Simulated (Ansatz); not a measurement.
Rows from a G0W0 calculation on Cs4CdPb3Cl12 (ordered model alloy, started on the CsPbCl3 lattice) (Im-3m) (Ansatz 0.2.0; G0W0 on LDA, plane waves, PAW; PAW set soft_1; 2×2×2 mesh, 1038 empty bands, screening to 80 eV, PAW set soft_1 files), in eV. Spin-orbit coupling is left out.

```tsv
row	Σx	Σc	Vxc	Z
A	-10.22	-3.48	-14.73	0.79
B	-20.24	1.29	-18.68	0.78
C	-20.18	1.57	-18.24	0.77
D	-9.24	-3.39	-13.65	0.80
E	-8.23	-3.39	-12.59	0.81
F	-21.91	2.21	-19.20	0.77
```

**Question.** Which rows are filled states and which are empty ones, and how can one tell?

Filled: B, C and F. Empty: A, D and E. The sign of Σc tells: for a filled state bare exchange, which holds its interaction with itself, lies below Vxc (Σx − Vxc is -1.6 eV or lower here) and screening gives part back as a positive Σc. For an empty state Σx lies above Vxc (+4.4 eV or more) and the Coulomb hole leaves Σc negative.

[Paths, hosts, dates, memory and timing lines, banners, echoed tables and standing remarks are left out of the program output.]

[Logs are printed without paths, hosts, clocks, repeated set-up lines and the standing remarks that a program may print on its own settings, such as how far it seeks lower states.]

[Runs of the session that timed out or met a known fault of the program may be left out.]

[Cells called generated may have been cut or substituted from an entry of the Crystallography Open Database or the Materials Project.]

[Hosts, paths, dates, database ids (printed as entryN), source tags and the programs' standing remarks are cut or masked in the printed files.]
